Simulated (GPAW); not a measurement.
## KBr: optical spectrum from first principles

Wanted: where KBr starts to absorb, how strongly, and its refractive index.

Program: GPAW 26.7.0. Level of theory: DFT, PBE, plane-wave PAW (GPAW data sets), scalar-relativistic, RPA, optical limit. Results are calculated unless marked as measured.

Most raw output is cut from this account.

## (1) Starting point

It takes space group Fm-3m (No. 225, cubic). The conventional cell has a = 6.600 Å, b = 6.600 Å, c = 6.600 Å, α = 90.00°, β = 90.00°, γ = 90.00°. Nearest to Br lie 6 K at 3.30 Å. K has 6 Br at 3.30 Å nearest. Farther neighbours and most contacts between anions are not listed.

## (2) Ground state

First the ground state: is it a metal or has it a gap?

This step: DFT, PBE, plane-wave PAW (GPAW data sets), scalar-relativistic, ground state (GPAW 26.7.0).

The input, gs.py:

```python
from ase import Atoms
from ase.dft.bandgap import bandgap
from gpaw import GPAW, PW, FermiDirac

atoms = Atoms(['Br', 'K'],
              cell=[[0.000000000000, 3.300000000000, 3.300000000000],
                    [3.300000000000, 0.000000000000, 3.300000000000],
                    [3.300000000000, 3.300000000000, 0.000000000000]],
              scaled_positions=[[0.500000000000, 0.500000000000, 0.500000000000],
                                [0.000000000000, 0.000000000000, 0.000000000000]],
              pbc=[True, True, True])
atoms.calc = GPAW(mode=PW(450), xc='PBE', kpts={'size': (6, 6, 6), 'gamma': True},
                  occupations=FermiDirac(0.05), maxiter=150, txt='gs.txt')
print('energy (eV)', atoms.get_potential_energy())
print('Fermi level (eV)', atoms.calc.get_fermi_level())
print('valence electrons', atoms.calc.get_number_of_electrons())
print('gap (eV)', bandgap(atoms.calc, output=None)[0])
print('direct gap (eV)', bandgap(atoms.calc, direct=True, output=None)[0])
atoms.calc.write('gs.gpw')
```

Started as:

```sh
$ OMP_NUM_THREADS=1 python gs.py
```

Run time: 4.6 s. Hardware: 1 thread of Arm Neoverse V2, shared host; peak memory 0.14 GiB.

Numbers from this step:

| Item | Value |
| --- | --- |
| energy | -6.361 eV |
| Fermi energy | 1.613 eV |
| gap on the k-mesh | 4.441 eV |
| direct gap on the mesh | 4.441 eV |
| electrons | 16 |

There is a gap, 4.44 eV on this mesh (points off the mesh can give less), so no carriers' term is needed.

## (3) Bands for the response

The response needs many more empty bands than the density does.

This step: DFT, PBE, plane-wave PAW (GPAW data sets), scalar-relativistic, bands at fixed density (GPAW 26.7.0).

The input, nscf.py:

```python
from ase.dft.bandgap import bandgap
from gpaw import GPAW, FermiDirac

calc = GPAW('gs.gpw').fixed_density(kpts={'size': (16, 16, 16), 'gamma': True}, nbands=49, convergence={'bands': 43},
                                    occupations=FermiDirac(0.001), txt='nscf.txt')
print('gap (eV)', bandgap(calc, output=None)[0])
print('direct gap (eV)', bandgap(calc, direct=True, output=None)[0])
print('top band over the Fermi level (eV)', min(calc.get_eigenvalues(kpt=k)[42] for k in range(len(calc.get_ibz_k_points()))) - calc.get_fermi_level())
calc.write('full.gpw', mode='all')
```

Started as:

```sh
$ OMP_NUM_THREADS=1 python nscf.py
```

Wall time 3.9 min (1 thread); peak memory 0.36 GiB.

## (4) Dielectric function, RPA

Transitions between filled and empty bands, summed over the zone, give the optical response, so mesh, band count and broadening shape it.

The induced potential is part of this response.

This step: DFT, PBE, plane-wave PAW (GPAW data sets), scalar-relativistic, RPA, optical limit (GPAW 26.7.0).

The input, df.py:

```python
from gpaw.response.df import DielectricFunction

df = DielectricFunction('full.gpw', frequencies={'type': 'nonlinear', 'domega0': 0.03, 'omega2': 8},
                        ecut=50,
                        eta=0.1,
                        nbands=43,
                        txt='df.txt')
for direction in ['x']:
    df.get_dielectric_function(xc='RPA', direction=direction, filename=f'df_{direction}.csv')
```

Started as:

```sh
$ OMP_NUM_THREADS=1 python df.py
```

It took 26 s on 1 thread; peak memory 0.3 GiB.

Read-outs, printed or worked out from the files:

| Item | Value |
| --- | --- |
| electronic dielectric constant ε∞, mean over x, y and z (by symmetry where fewer were run) | 2.357 |
| main peak of Im epsilon, first axis | 7.281 eV |

The Im ε, E ∥ x has structure finer than the step of the table below, so its rows give means over 0.5 eV, whole bins alone (the curve runs from 0 to 19.9 eV). Peaks (eV: height): 7.27: 2.98, 9.89: 2.50, 16.34: 1.33.

Values under the direct gap are tails of Lorentzian lines. The Im ε, E ∥ x by photon energy; means over each step:

photon energy (eV), Im ε, E ∥ x and a bar:
```
      0.5       0.00 
      1.0       0.00 
      1.5       0.01 
      2.0       0.01 
      2.5       0.01 
      3.0       0.02 
      3.5       0.03 
      4.0       0.05 #
      4.5       0.22 ##
      5.0       0.53 ######
      5.5       0.72 ########
      6.0       0.97 ###########
      6.5       1.66 ###################
      7.0       2.64 ##############################
      7.5       2.66 ##############################
      8.0       1.79 ####################
      8.5       1.29 ###############
      9.0       1.52 #################
      9.5       2.26 #########################
     10.0       2.46 ############################
     10.5       2.29 ##########################
     11.0       1.73 ####################
     11.5       0.98 ###########
     12.0       0.86 ##########
     12.5       0.88 ##########
     13.0       0.57 ######
     13.5       0.27 ###
     14.0       0.20 ##
     14.5       0.42 #####
     15.0       0.63 #######
     15.5       0.86 ##########
     16.0       0.98 ###########
     16.5       1.11 ############
     17.0       0.66 #######
     17.5       0.56 ######
     18.0       0.65 #######
     18.5       0.81 #########
     19.0       0.88 ##########
     19.5       0.73 ########
```

The Re ε, E ∥ x by photon energy:

```csv
photon energy (eV),"Re ε, E ∥ x"
0.0,2.36
0.5,2.36
1.0,2.37
1.5,2.40
2.0,2.43
2.5,2.49
3.0,2.56
3.5,2.66
4.0,2.82
4.5,3.14
5.0,3.19
5.5,3.31
6.0,3.49
6.5,3.61
7.0,3.01
7.5,1.68
8.0,1.32
8.5,1.54
9.0,2.18
9.5,1.85
10.0,1.26
10.5,0.611
11.0,0.0164
11.5,0.286
12.0,0.498
12.5,0.501
13.0,0.459
13.5,0.647
14.0,1.08
14.5,1.26
15.0,1.47
15.5,1.23
16.0,1.26
16.5,0.655
17.0,0.686
17.5,0.936
18.0,1.06
18.5,1.08
19.0,0.881
19.5,0.680
```

The reflectivity at normal incidence, E ∥ x has structure finer than the step of the table below, so its rows give means over 0.5 eV, whole bins alone (the curve runs from 0 to 19.9 eV). Peaks (eV: height): 7.27: 15.6, 11.10: 20.6, 12.67: 8.51, 16.44: 8.15, 19.21: 5.16.

Table of reflectivity at normal incidence, E ∥ x by photon energy; means over each step:

| photon energy (eV) | reflectivity at normal incidence, E ∥ x (%) |
| --- | --- |
| 0.5 | 4.48 |
| 1.0 | 4.54 |
| 1.5 | 4.64 |
| 2.0 | 4.79 |
| 2.5 | 5.01 |
| 3.0 | 5.32 |
| 3.5 | 5.76 |
| 4.0 | 6.47 |
| 4.5 | 7.67 |
| 5.0 | 8.24 |
| 5.5 | 8.71 |
| 6.0 | 9.94 |
| 6.5 | 12.2 |
| 7.0 | 14.6 |
| 7.5 | 14.4 |
| 8.0 | 9.54 |
| 8.5 | 6.25 |
| 9.0 | 8.09 |
| 9.5 | 11.9 |
| 10.0 | 14.2 |
| 10.5 | 16.0 |
| 11.0 | 19.0 |
| 11.5 | 12.0 |
| 12.0 | 7.06 |
| 12.5 | 7.44 |
| 13.0 | 5.82 |
| 13.5 | 1.97 |
| 14.0 | 0.363 |
| 14.5 | 1.19 |
| 15.0 | 2.39 |
| 15.5 | 3.40 |
| 16.0 | 4.16 |
| 16.5 | 6.81 |
| 17.0 | 3.59 |
| 17.5 | 1.92 |
| 18.0 | 2.24 |
| 18.5 | 3.31 |
| 19.0 | 4.41 |
| 19.5 | 4.29 |

The Im ε, E ∥ x has structure finer than the step of the table below, so its rows give means over 0.5 eV, whole bins alone (the curve runs from 0 to 19.9 eV). Peaks (eV: height): without local fields 6.93: 4.40, 9.22: 4.54, 14.87: 1.89; with local fields 7.27: 2.98, 9.89: 2.50, 16.34: 1.33.

Values under the direct gap are tails of Lorentzian lines. Table of Im ε, E ∥ x by photon energy; means over each step:

```
photon energy (eV)  without local fields  with local fields
               0.5               0.00259            0.00182
               1.0               0.00534            0.00375
               1.5               0.00846            0.00594
               2.0                0.0122            0.00860
               2.5                0.0171             0.0121
               3.0                0.0240             0.0171
               3.5                0.0352             0.0255
               4.0                0.0614             0.0462
               4.5                 0.258              0.216
               5.0                 0.633              0.528
               5.5                 0.903              0.720
               6.0                  1.37              0.970
               6.5                  2.80               1.66
               7.0                  4.23               2.64
               7.5                  3.55               2.66
               8.0                  2.53               1.79
               8.5                  2.27               1.29
               9.0                  3.75               1.52
               9.5                  3.89               2.26
              10.0                  3.04               2.46
              10.5                  1.98               2.29
              11.0                  1.08               1.73
              11.5                 0.791              0.983
              12.0                 0.950              0.860
              12.5                 0.958              0.884
              13.0                 0.625              0.566
              13.5                 0.374              0.270
              14.0                 0.772              0.204
              14.5                  1.69              0.420
              15.0                  1.62              0.633
              15.5                 0.917              0.861
              16.0                 0.674              0.980
              16.5                 0.388               1.11
              17.0                 0.388              0.656
              17.5                 0.700              0.563
              18.0                 0.964              0.654
              18.5                 0.966              0.814
              19.0                 0.830              0.881
              19.5                 0.760              0.732
```

The loss function −Im 1/ε at q → 0, E ∥ x has structure finer than the step of the table below, so its rows give means over 0.5 eV, whole bins alone (the curve runs from 0 to 19.9 eV). Peaks (eV: height): 8.09: 0.370, 11.40: 0.974, 12.83: 1.10, 16.96: 0.764.

Values under the direct gap are tails of Lorentzian lines. Loss function −Im 1/ε at q → 0, E ∥ x against energy loss; means over each step:

energy loss (eV), loss function −Im 1/ε at q → 0, E ∥ x and a bar:
```
      0.5       0.00 
      1.0       0.00 
      1.5       0.00 
      2.0       0.00 
      2.5       0.00 
      3.0       0.00 
      3.5       0.00 
      4.0       0.01 
      4.5       0.02 #
      5.0       0.05 #
      5.5       0.07 ##
      6.0       0.08 ##
      6.5       0.11 ###
      7.0       0.16 #####
      7.5       0.27 ########
      8.0       0.36 ##########
      8.5       0.31 #########
      9.0       0.21 ######
      9.5       0.26 #######
     10.0       0.32 #########
     10.5       0.41 ############
     11.0       0.59 #################
     11.5       0.94 ###########################
     12.0       0.86 ########################
     12.5       0.86 #########################
     13.0       1.05 ##############################
     13.5       0.57 ################
     14.0       0.17 #####
     14.5       0.23 #######
     15.0       0.25 #######
     15.5       0.37 ###########
     16.0       0.38 ###########
     16.5       0.62 ##################
     17.0       0.68 ###################
     17.5       0.47 #############
     18.0       0.42 ############
     18.5       0.46 #############
     19.0       0.59 #################
     19.5       0.72 #####################
```

At chosen wavelengths:

```
wavelength (nm)     n      k  R (%)     1/α
           1064  1.54  0.001    4.6   59 µm
            800  1.55  0.002    4.7   32 µm
            532  1.57  0.003    4.9   12 µm
            405  1.60  0.006    5.4  5.8 µm
            365  1.62  0.007    5.6  4.1 µm
            308  1.68  0.013    6.5  1.8 µm
            248  1.79  0.137    8.3  144 nm
```

Below the direct gap, k and the depth come from the tails of the Lorentzian lines, not from transitions.

Rows near the edge hang on the gap, which this functional as a rule makes too small, and phonon-assisted absorption is left out.

## (5) Summary of results

| Item | Value |
| --- | --- |
| electronic dielectric constant ε∞, mean over x, y and z (by symmetry where fewer were run) (RPA) | 2.36 |
| main peak of Im epsilon, first axis | 7.28 eV |

What this shows: At this level (PBE, RPA) KBr has ε∞ = 2.36 and n = 1.54 at 1550 nm, and Im ε peaks at 7.3 eV. On the mesh the gap is 4.44 eV and the least direct gap 4.44 eV. Local fields change the static value along x from 2.82 to 2.36 (-17 %). Distinct maxima of Im ε, read by a parabola through the highest points, lie at 7.28 eV (3.0), 9.90 eV (2.5), 16.36 eV (1.3) and 19.15 eV (0.91). Excitons and phonon-assisted transitions are missing; PBE gaps are as a rule too small, which pulls the onset down and ε∞ up. The sum runs over mesh points, so small or evenly spaced maxima can still be ripples of the mesh.

[Machine, clock and banner lines and Python warnings are left out of the logs.]

[Logs are printed without paths, hosts, clocks, repeated set-up lines and the standing remarks that a program may print on its own settings, such as how far it seeks lower states.]

[Hosts, paths, dates, database ids (printed as entryN), source tags and the programs' standing remarks are cut or masked in the printed files.]
